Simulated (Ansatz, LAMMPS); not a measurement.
# 48Ga2O3-52ZnO (mol %) with crystalline order left by the classical run (93 atoms), the frame at 105 fs of a trajectory (instantaneous temperature 447 K)

Geometry: the frame at 105 fs of a trajectory (instantaneous temperature 447 K). Computed with Ansatz 0.2.0: Kohn-Sham DFT, LDA, PAW (set soft_2), plane waves; cutoff 420 eV, Γ point, fixed occupations; density 5.85 g/cm³.

Extended XYZ; positions in Å, forces in eV/Å:

```xyz
93
Lattice="10.050 0.000 0.000 0.000 10.050 0.000 0.000 0.000 10.050" Properties=species:S:1:pos:R:3:forces:R:3 pbc="T T T"
Ga 5.825 4.843 4.980 -1.143 -0.334 1.020
Ga 4.802 2.296 1.264 -0.753 0.211 0.230
Ga 3.382 2.383 3.837 -0.059 0.106 -0.179
Ga 1.959 7.466 2.189 0.228 0.051 -0.216
Ga 0.967 0.433 1.418 0.035 -0.389 0.863
Ga 7.811 1.223 0.631 0.065 0.244 -0.588
Ga 7.416 3.722 2.390 -0.371 -0.687 1.258
Ga 9.581 7.765 4.125 -0.142 0.399 0.036
Ga 9.649 5.538 2.213 0.242 -0.393 0.274
Ga 1.291 6.656 9.376 -0.206 0.854 1.409
Ga 6.137 0.473 7.624 -0.469 -0.105 -0.051
Ga 1.700 9.845 4.134 -0.678 -0.260 0.449
Ga 8.767 10.000 6.255 -0.271 -0.620 -1.924
Ga 8.429 0.626 3.377 -0.309 0.021 -0.708
Ga 3.533 8.808 9.536 0.577 0.528 -0.146
Ga 1.983 5.182 4.952 1.017 -0.098 -1.480
Ga 3.187 1.737 9.119 0.316 -0.448 -0.648
Ga 4.110 7.495 4.631 -0.425 0.862 0.581
Ga 8.456 7.684 8.358 -0.430 -0.484 -0.771
Ga 6.757 8.037 5.579 0.071 -0.155 -0.064
Ga 0.691 9.930 8.769 0.938 -0.536 0.589
Ga 1.395 4.381 7.496 0.208 -0.500 -0.921
Ga 8.643 5.374 6.347 0.100 -0.877 -0.755
Ga 0.404 2.789 3.210 -0.139 0.024 0.282
Ga 0.376 3.122 0.047 0.489 0.656 1.392
Ga 8.941 8.312 1.285 1.009 1.815 -0.179
Zn 1.145 1.749 6.220 -0.038 0.132 -1.216
Zn 2.676 4.398 0.920 -0.031 -0.621 -0.289
Zn 4.071 9.574 2.082 0.791 0.046 -0.014
Zn 4.048 6.576 7.353 -0.069 0.071 0.080
Zn 8.293 2.831 5.158 0.398 0.493 0.848
Zn 5.747 1.212 4.596 0.157 -0.101 0.353
Zn 1.426 7.683 6.656 -1.229 0.445 -0.443
Zn 6.474 7.190 2.524 0.383 0.174 -0.568
Zn 4.367 5.325 2.618 -0.201 -0.018 -1.042
Zn 8.795 2.306 7.724 -1.066 -0.399 -0.106
Zn 8.357 4.940 9.436 -0.317 -1.499 1.860
Zn 3.889 3.054 6.759 0.261 0.678 0.006
Zn 6.236 8.700 9.932 0.301 0.842 0.301
Zn 3.686 9.965 6.620 0.136 -0.611 0.285
O 2.509 9.875 8.342 -0.714 0.557 0.193
O 3.145 4.856 6.811 -0.338 -0.046 0.256
O 9.006 4.159 3.488 0.663 -0.447 -0.244
O 2.994 6.109 1.494 0.643 0.840 0.495
O 0.866 4.872 9.191 -0.243 -0.466 -0.149
O 6.199 5.023 3.161 0.038 0.533 -0.239
O 7.713 9.764 1.792 0.081 0.611 0.732
O 2.040 2.615 7.621 0.268 0.361 0.663
O 0.877 4.012 1.637 -0.777 -0.520 -0.011
O 0.913 6.389 3.475 -0.331 -0.016 0.686
O 8.052 9.320 4.604 0.642 0.155 0.186
O 1.339 1.585 10.008 0.957 0.040 -0.580
O 9.368 1.678 1.995 0.214 0.166 0.104
O 7.533 1.361 6.468 0.530 0.344 1.455
O 3.776 3.509 2.335 0.337 -0.747 1.117
O 8.095 5.873 8.030 0.375 1.662 -1.674
O 9.756 9.755 0.240 0.092 -0.386 -0.501
O 7.110 0.431 9.172 0.249 -0.094 0.457
O 8.794 2.681 9.554 -0.583 0.382 -0.233
O 10.007 0.721 7.379 -0.602 -0.167 0.037
O 5.045 8.840 8.479 -0.210 -0.162 -0.477
O 0.927 5.828 6.261 -1.376 0.515 0.607
O 9.664 3.753 6.883 0.342 0.797 -0.418
O 2.950 8.553 3.505 -0.286 -0.299 -0.332
O 3.763 3.286 9.937 -0.121 0.155 -0.811
O 8.463 6.887 5.296 -0.690 -0.704 0.967
O 4.593 1.129 3.005 -0.111 0.287 0.388
O 7.870 7.707 10.015 -0.480 -0.641 -0.192
O 8.532 7.098 2.595 -0.905 -0.091 0.805
O 7.580 8.702 7.127 1.052 0.235 0.452
O 3.620 5.777 4.283 -0.287 -0.061 0.568
O 4.797 3.123 5.074 -0.350 -0.027 -0.713
O 0.277 9.113 2.781 0.385 -0.014 0.007
O 7.246 2.155 3.800 -0.363 -1.079 -1.996
O 5.579 6.390 6.140 0.022 0.613 -0.583
O 5.545 9.826 5.921 -0.018 -0.052 -0.091
O 5.245 8.195 1.390 -0.042 -0.526 0.112
O 1.770 1.291 2.914 0.075 0.015 -0.439
O 6.572 2.670 1.082 0.733 -0.551 0.503
O 5.762 7.998 4.055 -0.613 -0.400 -0.030
O 2.969 7.135 8.981 -0.158 -0.960 -1.126
O 0.492 8.903 5.342 0.319 -0.417 0.588
O 2.413 9.013 0.973 -0.653 0.206 0.583
O 7.226 4.224 5.892 1.204 0.343 0.339
O 4.306 0.812 0.322 -0.703 -0.966 -0.051
O 4.567 1.562 7.649 -0.296 -0.299 0.657
O 9.755 1.502 4.726 -0.015 0.430 -0.284
O 0.502 7.027 0.973 -0.644 -0.618 -0.475
O 3.153 7.991 6.144 1.348 0.090 0.304
O 1.806 3.358 4.467 -0.294 1.095 0.060
O 0.245 7.940 8.316 0.955 -0.188 -0.473
O 8.174 4.838 1.161 1.153 0.832 -0.267
O 2.636 0.884 5.343 0.153 0.164 -0.738
```

The quench rate of 20 K/ps is many orders above laboratory rates, so the cell is likely richer in defects and strain than a real sample. The network of bonds at the start is that of the classical potential that made the cell. Only the Γ point is sampled, in a cell whose shortest periodic width is 10 Å.

The r.m.s. force component is 0.616 eV/Å; the longest force, 2.41 eV/Å, acts on Zn37. The energy lies 6.1 meV/atom below that of the first step of this run.

[Logs are printed without paths, hosts, clocks, repeated set-up lines and the standing remarks that a program may print on its own settings, such as how far it seeks lower states.]

[Hosts, paths, dates, database ids (printed as entryN), source tags and the programs' standing remarks are cut or masked in the printed files.]
